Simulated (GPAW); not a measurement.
**Ballistic transport through an Os chain with an O atom bridging one bond, cheap and dear**

How well does an Os chain with an O atom bridging one bond conduct at low bias, and how far do basis and functional move the answer?

Main program and level: GPAW 26.7.0; GPAW LCAO, PAW setups; Landauer transmission from Green's functions with principal layers (ASE), zero bias.

### 1. The starting structure

The cell holds 15 atoms: 14 Os and 1 O. Cell: a = 9.000 Å, b = 9.000 Å, c = 32.120 Å, α = 90.0°, β = 90.0°, γ = 90.0°. Regions: left lead, 7 atoms (7 Os); channel, 1 atom (1 O); right lead, 7 atoms (7 Os). Vacuum lies along a and b. The structure is stacked along c, and the current runs across the ab planes.

### 2. Double-zeta polarised basis

Localised orbitals split the wire into layers that couple to their neighbours alone, which is what the Green's function method needs; double zeta with polarisation is the usual level for numbers.

Input file run.py:

```python
import json
import numpy as np
from ase import Atoms
from ase.transport.calculators import TransportCalculator
from gpaw import GPAW, FermiDirac
from gpaw.lcao.tools import get_lcao_hamiltonian
from scipy.linalg import eigh

# The junction with lead layers at both ends, along the third cell vector
device = Atoms(
    ['Os', 'Os', 'Os', 'Os', 'Os', 'Os', 'Os', 'O', 'Os', 'Os', 'Os', 'Os', 'Os', 'Os', 'Os'],
    positions=[
        [4.50000, 4.50000, 1.14000],
        [4.50000, 4.50000, 3.42000],
        [4.50000, 4.50000, 5.70000],
        [4.50000, 4.50000, 7.98000],
        [4.50000, 4.50000, 10.26000],
        [4.50000, 4.50000, 12.54000],
        [4.50000, 4.50000, 14.82000],
        [5.57087, 4.50000, 16.06000],
        [4.50000, 4.50000, 17.30000],
        [4.50000, 4.50000, 19.58000],
        [4.50000, 4.50000, 21.86000],
        [4.50000, 4.50000, 24.14000],
        [4.50000, 4.50000, 26.42000],
        [4.50000, 4.50000, 28.70000],
        [4.50000, 4.50000, 30.98000]],
    cell=[[9.0, 0.0, 0.0], [0.0, 9.0, 0.0], [0.0, 0.0, 32.12]],
    pbc=True)

# One principal layer of the lead: the first 5 atoms of the device
lead = Atoms(
    ['Os', 'Os', 'Os', 'Os', 'Os'],
    positions=[
        [4.50000, 4.50000, 1.14000],
        [4.50000, 4.50000, 3.42000],
        [4.50000, 4.50000, 5.70000],
        [4.50000, 4.50000, 7.98000],
        [4.50000, 4.50000, 10.26000]],
    cell=[[9.0, 0.0, 0.0], [0.0, 9.0, 0.0], [0.0, 0.0, 11.4]],
    pbc=True)

settings = dict(mode='lcao', basis='dzp', xc='PBE', h=0.18,
                occupations=FermiDirac(0.1), maxiter=250,
                mixer=dict(beta=0.1, nmaxold=8, weight=100.0),
                convergence=dict(density=0.0001))
energies = np.arange(-2, 2 + 1e-9, 0.05)
eta = 0.0001
n1, n2 = 1, 1
# k and -k transmit alike, so half of the mesh across the current serves
mesh = [(i, j) for i in range(n1) for j in range(n2) if (i, j) <= (-i % n1, -j % n2)]
weights = np.array([1 if (i, j) == (-i % n1, -j % n2) else 2 for i, j in mesh]) / (n1 * n2)

# [... helper functions left out ...]
fermi_lead = ground_state(lead, (1, 1, 10), 'lead.txt')
fermi_device = ground_state(device, (1, 1, 3), 'device.txt')
# [... loop over the mesh left out, but for ...]
        # Shift the lead onto the potential of the device's first layer
        shift = ((H[:, 0, 0] - H0[:, 0, 0]) / S0[0, 0]).real.mean()
# [...]
kT = 8.617333e-5 * 77
bias = [0.1, 0.2, 0.5, 1.0, 1.5, 2.0]
# [... integrals and printing left out ...]
```

Command:

```console
OMP_NUM_THREADS=1 OPENBLAS_NUM_THREADS=1 python run.py
```

Log:

```text
basis functions: device 391, principal layer 135
Fermi level: lead -3.4537 eV, device -3.4200 eV; lead shifted by -0.0038 eV
largest coupling past the next layer 1.09e-06 eV, largest misfit of the first layer 0.055 eV
  E-E_F (eV)   T (one spin)  [channel counts left out]
    -2.000    1.9033e+00
    -1.950    1.9640e+00
    -1.900    2.0223e+00
    -1.850    2.0787e+00
    -1.800    2.1343e+00
    -1.750    2.1904e+00
    -1.700    2.2490e+00
    -1.650    2.3123e+00
    -1.600    2.3825e+00
    -1.550    2.4626e+00
    -1.500    2.5565e+00
    -1.450    2.6691e+00
    -1.400    2.8022e+00
    -1.350    2.8902e+00
    -1.300    3.2620e+00
    -1.250    4.0586e+00
[...]
1.650    1.1142e+00
     1.700    1.0906e+00
     1.750    1.0707e+00
     1.800    1.0540e+00
     1.850    1.0402e+00
     1.900    1.0291e+00
     1.950    1.0205e+00
     2.000    1.0141e+00
conductance at 77 K: 4.3854 G0 a cell; thermopower 0.5377 uV/K
current from the zero-bias T(E) at 0.1 V: 33.959 uA
current from the zero-bias T(E) at 0.2 V: 67.821 uA
current from the zero-bias T(E) at 0.5 V: 167.74 uA
current from the zero-bias T(E) at 1.0 V: 319.31 uA
current from the zero-bias T(E) at 1.5 V: 456.69 uA
current from the zero-bias T(E) at 2.0 V: 590.94 uA
```

Elapsed: 2.7 min, on 1 thread of Arm Neoverse V2, shared host; peak memory 1.9 GiB.

This run has no spin polarisation, although Os can carry a moment.

Numbers from this step:

| Property | Result |
| --- | --- |
| conductance | 4.385 G₀ |
| largest coupling past the next principal layer | 1.09e-6 eV |
| largest misfit of the first principal layer | 0.05549 eV |
| shift that aligns the lead | -0.003850 eV |
| basis functions of the junction | 391 |
| basis functions of a principal layer | 135 |
| transmission at the Fermi level (one spin) | 4.387 |

One spin. Table of transmission, zone mean by energy, zero at the Fermi level:

| energy (eV) | transmission, zone mean |
| --- | --- |
| -2.000 | 1.90 |
| -1.800 | 2.13 |
| -1.600 | 2.38 |
| -1.400 | 2.80 |
| -1.200 | 4.33 |
| -1.000 | 4.71 |
| -0.900 | 4.74 |
| -0.800 | 4.72 |
| -0.600 | 4.60 |
| -0.400 | 4.56 |
| -0.200 | 4.54 |
| 0.000 | 4.39 |
| 0.200 | 4.02 |
| 0.400 | 3.24 |
| 0.600 | 2.50 |
| 0.800 | 2.29 |
| 1.000 | 2.07 |
| 1.200 | 1.79 |
| 1.400 | 1.31 |
| 1.600 | 1.14 |
| 1.800 | 1.05 |
| 2.000 | 1.01 |

Not self-consistent under bias; the bias window is split evenly. The current through one cell, from the zero-bias transmission by bias:

```
bias (V)  current through one cell, from the zero-bias transmission (mA)
   0.100                                                          0.0340
   0.200                                                          0.0678
   0.500                                                           0.168
   1.000                                                           0.319
   1.500                                                           0.457
   2.000                                                           0.591
```

Transmission of the three most open eigenchannels against energy, zero at the Fermi level:

```csv
energy (eV),channel 1,channel 2,channel 3
-2.000,0.999,0.529,0.188
-1.800,0.999,0.564,0.294
-1.600,0.998,0.575,0.435
-1.400,0.998,0.769,0.578
-1.200,0.941,0.891,0.820
-1.000,0.996,0.941,0.903
-0.800,0.949,0.942,0.937
-0.600,0.974,0.936,0.918
-0.400,0.992,0.942,0.929
-0.200,0.998,0.955,0.928
0.000,0.997,0.956,0.924
0.200,0.992,0.938,0.911
0.400,0.973,0.893,0.875
0.600,0.942,0.814,0.737
0.800,0.968,0.764,0.534
1.000,0.976,0.706,0.352
1.200,0.976,0.593,0.208
1.400,0.974,0.224,0.109
1.600,0.979,0.115,0.0480
1.800,0.984,0.0539,0.0161
2.000,0.992,0.0191,0.00283
```

Couplings past the next layer reach 1.1e-6 eV, small enough to drop; the matrix elements of the cell's first layer differ from the bulk lead's by up to 0.055 eV. That layer keeps its own values in the calculation, and only beyond it is the lead taken as perfect. The Fermi levels of lead and junction count from different zeros of potential, one for each periodic cell; with both set to zero, the small remaining shift is what aligns them. Without spin-orbit coupling, which is large for these atoms, channel counts and T are those of the scalar-relativistic bands. By hand: G = 4.385 × 77.48 μS = 340 μS, a resistance of 2.94 kΩ; at 0.1 V a linear junction would pass 34.0 μA, and the integral over the bias window gives 34.0 μA.

### 3. GPAW, szp: basis = "szp(dzp)"

One radial function a shell plus polarisation makes the matrices smaller; the question is what that costs.

run.py: that of step 2 with these lines changed.

```diff
@@ -42,3 +42,3 @@
 
-settings = dict(mode='lcao', basis='dzp', xc='PBE', h=0.18,
+settings = dict(mode='lcao', basis='szp(dzp)', xc='PBE', h=0.18,
                 occupations=FermiDirac(0.1), maxiter=250,
```

Log:

```text
basis functions: device 219, principal layer 75
Fermi level: lead -3.1672 eV, device -3.1723 eV; lead shifted by -0.0004 eV
largest coupling past the next layer 1.09e-06 eV, largest misfit of the first layer 0.071 eV
  E-E_F (eV)   T (one spin)  [channel counts left out]
    -2.000    1.8698e+00
    -1.950    1.9175e+00
    -1.900    1.9640e+00
    -1.850    2.0108e+00
    -1.800    2.0593e+00
    -1.750    2.1107e+00
    -1.700    2.1664e+00
    -1.650    2.2274e+00
    -1.600    2.2948e+00
    -1.550    2.3700e+00
    -1.500    2.4550e+00
    -1.450    2.5516e+00
    -1.400    2.6633e+00
    -1.350    2.7812e+00
    -1.300    2.7416e+00
    -1.250    3.6629e+00
[...]
1.650    1.0920e+00
     1.700    1.0729e+00
     1.750    1.0571e+00
     1.800    1.0442e+00
     1.850    1.0338e+00
     1.900    1.0253e+00
     1.950    1.0180e+00
     2.000    1.0098e+00
conductance at 77 K: 4.371 G0 a cell; thermopower 0.5009 uV/K
current from the zero-bias T(E) at 0.1 V: 33.841 uA
current from the zero-bias T(E) at 0.2 V: 67.548 uA
current from the zero-bias T(E) at 0.5 V: 166.71 uA
current from the zero-bias T(E) at 1.0 V: 318.25 uA
current from the zero-bias T(E) at 1.5 V: 453.71 uA
current from the zero-bias T(E) at 2.0 V: 585.58 uA
```

Wall time 1.8 min (1 thread); peak memory 1.8 GiB.

Numbers from this step:

| Property | Result |
| --- | --- |
| conductance | 4.371 G₀ |
| largest misfit of the first principal layer | 0.07073 eV |
| shift that aligns the lead | -4.30e-4 eV |
| basis functions of the junction | 219 |
| basis functions of a principal layer | 75 |
| transmission at the Fermi level (one spin) | 4.373 |

One spin. Transmission, zone mean against energy, zero at the Fermi level:

| energy (eV) | transmission, zone mean |
| --- | --- |
| -2.00 | 1.87 |
| -1.85 | 2.01 |
| -1.70 | 2.17 |
| -1.60 | 2.29 |
| -1.45 | 2.55 |
| -1.30 | 2.74 |
| -1.15 | 4.40 |
| -1.05 | 4.60 |
| -0.90 | 4.68 |
| -0.75 | 4.63 |
| -0.60 | 4.54 |
| -0.50 | 4.50 |
| -0.35 | 4.49 |
| -0.20 | 4.49 |
| -0.05 | 4.42 |
| 0.00 | 4.37 |
| 0.05 | 4.31 |
| 0.20 | 4.00 |
| 0.35 | 3.55 |
| 0.50 | 2.59 |
| 0.60 | 2.47 |
| 0.75 | 2.29 |
| 0.90 | 2.12 |
| 1.05 | 1.93 |
| 1.15 | 1.78 |
| 1.30 | 1.36 |
| 1.45 | 1.21 |
| 1.60 | 1.11 |
| 1.70 | 1.07 |
| 1.85 | 1.03 |
| 2.00 | 1.01 |

Not self-consistent under bias; the bias window is split evenly. Table of current through one cell, from the zero-bias transmission by bias:

| bias (V) | current through one cell, from the zero-bias transmission (mA) |
| --- | --- |
| 0.100 | 0.0338 |
| 0.200 | 0.0675 |
| 0.500 | 0.167 |
| 1.000 | 0.318 |
| 1.500 | 0.454 |
| 2.000 | 0.586 |

The transmission of the three most open eigenchannels by energy, zero at the Fermi level:

| energy (eV) | channel 1 | channel 2 | channel 3 |
| --- | --- | --- | --- |
| -2.00 | 0.999 | 0.533 | 0.170 |
| -1.85 | 0.999 | 0.555 | 0.233 |
| -1.70 | 0.999 | 0.568 | 0.315 |
| -1.60 | 0.999 | 0.576 | 0.394 |
| -1.45 | 0.999 | 0.586 | 0.585 |
| -1.30 | 0.927 | 0.894 | 0.560 |
| -1.15 | 0.934 | 0.917 | 0.881 |
| -1.05 | 0.988 | 0.933 | 0.898 |
| -0.90 | 0.984 | 0.938 | 0.898 |
| -0.75 | 0.939 | 0.935 | 0.902 |
| -0.60 | 0.962 | 0.934 | 0.910 |
| -0.50 | 0.977 | 0.929 | 0.924 |
| -0.35 | 0.992 | 0.943 | 0.924 |
| -0.20 | 0.998 | 0.956 | 0.921 |
| -0.05 | 0.998 | 0.960 | 0.919 |
| 0.00 | 0.997 | 0.959 | 0.918 |
| 0.05 | 0.997 | 0.956 | 0.915 |
| 0.20 | 0.992 | 0.942 | 0.903 |
| 0.35 | 0.982 | 0.914 | 0.887 |
| 0.50 | 0.906 | 0.841 | 0.836 |
| 0.60 | 0.945 | 0.805 | 0.714 |
| 0.75 | 0.967 | 0.764 | 0.543 |
| 0.90 | 0.977 | 0.724 | 0.388 |
| 1.05 | 0.981 | 0.667 | 0.260 |
| 1.15 | 0.980 | 0.596 | 0.191 |
| 1.30 | 0.977 | 0.273 | 0.114 |
| 1.45 | 0.981 | 0.166 | 0.0616 |
| 1.60 | 0.986 | 0.0992 | 0.0295 |
| 1.70 | 0.990 | 0.0672 | 0.0162 |
| 1.85 | 0.996 | 0.0330 | 0.00496 |
| 2.00 | 0.998 | 0.0116 | 6.7e-4 |

The conductance, 4.37 G₀, lies 0.3 % below that of the dzp run.

### 4. GPAW, sz: basis = "sz(dzp)"

One function for each valence shell of the setup, as for a first survey of a large system.

run.py: that of step 3 with these lines changed.

```diff
@@ -42,3 +42,3 @@
 
-settings = dict(mode='lcao', basis='szp(dzp)', xc='PBE', h=0.18,
+settings = dict(mode='lcao', basis='sz(dzp)', xc='PBE', h=0.18,
                 occupations=FermiDirac(0.1), maxiter=250,
```

Log:

```text
basis functions: device 172, principal layer 60
Fermi level: lead -3.2016 eV, device -3.2336 eV; lead shifted by -0.0017 eV
largest coupling past the next layer 1.09e-06 eV, largest misfit of the first layer 0.031 eV
  E-E_F (eV)   T (one spin)  [channel counts left out]
    -2.000    1.8848e+00
    -1.950    1.9293e+00
    -1.900    1.9732e+00
[...]
1.950    1.0138e+00
     2.000    1.0085e+00
conductance at 77 K: 4.3819 G0 a cell; thermopower 0.488 uV/K
current from the zero-bias T(E) at 0.1 V: 33.929 uA
current from the zero-bias T(E) at 0.2 V: 67.74 uA
current from the zero-bias T(E) at 0.5 V: 167.38 uA
current from the zero-bias T(E) at 1.0 V: 319.83 uA
current from the zero-bias T(E) at 1.5 V: 456.08 uA
current from the zero-bias T(E) at 2.0 V: 587.57 uA
```

It took 88 s on 1 thread; peak memory 1.8 GiB.

Numbers from this step:

| Quantity | Value |
| --- | --- |
| conductance | 4.382 G₀ |
| largest misfit of the first principal layer | 0.03148 eV |
| shift that aligns the lead | -0.001687 eV |
| basis functions of the junction | 172 |
| basis functions of a principal layer | 60 |
| transmission at the Fermi level (one spin) | 4.383 |

The conductance equals that of the dzp run to 0.2 %.

### 5. LDA in the dzp basis: xc = "LDA"

Back in the dzp basis, the functional changes from PBE to LDA, to set the spread between functionals beside that between bases.

run.py: that of step 4 with these lines changed.

```diff
@@ -42,3 +42,3 @@
 
-settings = dict(mode='lcao', basis='sz(dzp)', xc='PBE', h=0.18,
+settings = dict(mode='lcao', basis='dzp', xc='LDA', h=0.18,
                 occupations=FermiDirac(0.1), maxiter=250,
```

Log:

```text
basis functions: device 391, principal layer 135
Fermi level: lead -3.7306 eV, device -3.6999 eV; lead shifted by 0.0015 eV
largest coupling past the next layer 1.07e-06 eV, largest misfit of the first layer 0.063 eV
  E-E_F (eV)   T (one spin)  [channel counts left out]
    -2.000    1.9062e+00
    -1.950    1.9635e+00
    -1.900    2.0178e+00
[...]
1.950    1.0181e+00
     2.000    1.0116e+00
conductance at 77 K: 4.4241 G0 a cell; thermopower 0.5522 uV/K
current from the zero-bias T(E) at 0.1 V: 34.256 uA
current from the zero-bias T(E) at 0.2 V: 68.399 uA
current from the zero-bias T(E) at 0.5 V: 169.08 uA
current from the zero-bias T(E) at 1.0 V: 321.8 uA
current from the zero-bias T(E) at 1.5 V: 459.52 uA
current from the zero-bias T(E) at 2.0 V: 593.97 uA
```

The job ended after 2.4 min (1 thread; peak memory 1.9 GiB).

Numbers from this step:

```
conductance                                    : 4.424 G₀
largest coupling past the next principal layer : 1.07e-6 eV
largest misfit of the first principal layer    : 0.06318 eV
shift that aligns the lead                     : 0.001505 eV
basis functions of the junction                : 391
basis functions of a principal layer           : 135
transmission at the Fermi level (one spin)     : 4.426
```

One spin. Table of transmission, zone mean by energy, zero at the Fermi level:

```
energy (eV)  transmission, zone mean
      -2.00                     1.91
      -1.90                     2.02
      -1.80                     2.12
      -1.70                     2.23
      -1.55                     2.44
      -1.45                     2.64
      -1.35                     2.85
      -1.25                     4.00
      -1.15                     4.47
      -1.05                     4.66
      -0.90                     4.74
      -0.80                     4.72
      -0.70                     4.66
      -0.60                     4.61
      -0.50                     4.58
      -0.40                     4.57
      -0.25                     4.58
      -0.15                     4.56
      -0.05                     4.48
       0.00                     4.43
       0.05                     4.35
       0.15                     4.17
       0.25                     3.92
       0.40                     3.27
       0.50                     2.61
       0.60                     2.51
       0.70                     2.41
       0.80                     2.30
       0.90                     2.19
       1.05                     2.01
       1.15                     1.87
       1.25                     1.64
       1.35                     1.36
       1.45                     1.25
       1.55                     1.17
       1.70                     1.09
       1.80                     1.05
       1.90                     1.03
       2.00                     1.01
```

The conductance, 4.42 G₀, lies 0.9 % above that of the dzp run.

### 6. All levels side by side

Times are for 1 thread of Arm Neoverse V2, shared host. Results by setting:

```csv
no.,run,conductance (G₀),time,memory (GiB)
1,dzp,4.385,2.7 min,1.9
2,szp,4.371,1.8 min,1.8
3,sz,4.382,88 s,1.8
4,dzp LDA,4.424,2.4 min,1.9
```

### 7. The levels side by side

The curves are compared point by point over the common energies.

This step: comparison of transmission and cost over codes and levels (GPAW 26.7.0).

Ladder, by row:

```
   step  code  T at the Fermi level (sum over the listed spins)  conductance (G0)  r.m.s. T(E) from the first  wall time (s)  peak memory (GiB)  threads
    dzp  GPAW                                             4.387             4.385                           0            164               1.92        1
    szp  GPAW                                             4.373             4.371                      0.1016          110.7               1.84        1
     sz  GPAW                                             4.383             4.382                      0.1091          88.26               1.78        1
dzp-LDA  GPAW                                             4.426             4.424                     0.04381            141               1.92        1
```

Transmission, zone mean, sum over the listed spins against energy, zero at the Fermi level:

```
energy (eV)   dzp   szp    sz  dzp-LDA
      -2.00  1.90  1.87  1.88     1.91
      -1.85  2.08  2.01  2.02     2.07
      -1.70  2.25  2.17  2.17     2.23
      -1.50  2.56  2.46  2.45     2.53
      -1.35  2.89  2.78  2.77     2.85
      -1.20  4.33  4.18  4.20     4.30
      -1.05  4.66  4.60  4.58     4.66
      -0.90  4.74  4.68  4.67     4.74
      -0.70  4.66  4.59  4.61     4.66
      -0.55  4.58  4.51  4.54     4.59
      -0.40  4.56  4.49  4.52     4.57
      -0.25  4.55  4.49  4.51     4.58
      -0.10  4.49  4.46  4.47     4.53
       0.00  4.39  4.37  4.38     4.43
       0.10  4.24  4.22  4.24     4.27
       0.25  3.88  3.87  3.90     3.92
       0.40  3.24  3.31  3.34     3.27
       0.55  2.54  2.52  2.55     2.56
       0.70  2.40  2.35  2.36     2.41
       0.90  2.18  2.12  2.10     2.19
       1.05  2.00  1.93  1.90     2.01
       1.20  1.79  1.65  1.50     1.78
       1.35  1.37  1.30  1.28     1.36
       1.50  1.21  1.17  1.15     1.21
       1.70  1.09  1.07  1.06     1.09
       1.85  1.04  1.03  1.03     1.04
       2.00  1.01  1.01  1.01     1.01
```

[end of part 1 of 2]

[Logs are printed without paths, hosts, clocks, repeated set-up lines and the standing remarks that a program may print on its own settings, such as how far it seeks lower states.]

[Hosts, paths, dates, database ids (printed as entryN), source tags and the programs' standing remarks are cut or masked in the printed files.]
